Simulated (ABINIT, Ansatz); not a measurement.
Entries from a set of simulations; values are calculated unless marked as measured.

**AlGaN2 (P-4m2): one start, several treatments of the self-energy**

Symmetry: P-4m2, No. 115, tetragonal system. Conventional cell: a = 3.141 Å, b = 3.141 Å, c = 4.424 Å, α = 90.00°, β = 90.00°, γ = 90.00°. Nearest to Al lie 4 N at 1.89 Å. Ga has 4 N at 1.95 Å nearest. Nearest to N lie 2 Al at 1.89 Å and 2 Ga at 1.95 Å. Farther neighbours, and contacts between anions beyond the nearest, are not listed.

```
method                                   : RPA screening on LDA, plane waves, norm-conserving pseudopotentials (and 3 further levels or steps)
program                                  : ABINIT 10.8.3
settings                                 : cutoff 45 Ha, PseudoDojo scalar-relativistic 0.4.1 stringent, norm-conserving, ngkpt (4, 4, 2), nband 45, ecuteps 4.2 Ha, gwcalctyp 2, nfreqre 16, nfreqim 8, inclvkb 2, freqremax 40 eV, spmeth 1, nomegasf 120, shiftk (0, 0, 0), symchi 1, awtr 1, frequency cd, 4×4×2 k-mesh
cost                                     : 8 runs, 92 s in all on 4 MPI ranks of Arm Neoverse V1, shared host
notes                                    : The program’s warnings: Min real frequency set to default [Ha] =. The cell and positions are those that the Materials Project relaxed with its own functionals (PBE, PBE+U or r2SCAN), kept fixed. Limits: no spin-orbit coupling. The 4×4×2 mesh is coarse for this cell, which bears on the long-range parts of exchange and screening.
G0W0, Godby-Needs plasmon pole           : 4.179 eV
G0W0, von der Linden-Horsch plasmon pole : 4.180 eV
G0W0, Engel-Farid plasmon pole           : 4.151 eV
one-shot Hartree-Fock                    : 11.325 eV
G0W0, contour deformation                : 4.182 eV
known limits                             : short of the basis limit; no spin-orbit coupling; coarse k mesh
```

G0W0, von der Linden-Horsch plasmon pole: +0.001 eV against G0W0, Godby-Needs plasmon pole. G0W0, Engel-Farid plasmon pole: −0.028 eV against G0W0, Godby-Needs plasmon pole.

[Long decimals in the printed logs are rounded to 6 places.]

[Logs are printed without paths, hosts, clocks, repeated set-up lines and the standing remarks that a program may print on its own settings, such as how far it seeks lower states.]

[Paths, hosts, dates, memory and timing lines, banners, echoed tables and standing remarks are left out of the program output; an Ansatz launch command may be rebuilt from the run's recorded settings. Measured values are a selection of at most five: reports struck by readers or far from the other reports are left out. None is set beside runs whose start may be inverted or whose files or cutoffs have a known fault.]

[Runs of the session that timed out or met a known fault of the program may be left out.]

[Hosts, paths, dates, database ids (printed as entryN), source tags and the programs' standing remarks are cut or masked in the printed files.]

[G0W0 gaps are taken among the corrected bands and points alone; a level outside them can change the order at an edge.]

[Where Ansatz stands beside ABINIT at settings called matched, ABINIT's density can come from a denser mesh and the files from another edition; pairs whose starting gaps differed by over 0.03 eV were left out, so agreement reads better than it is.]
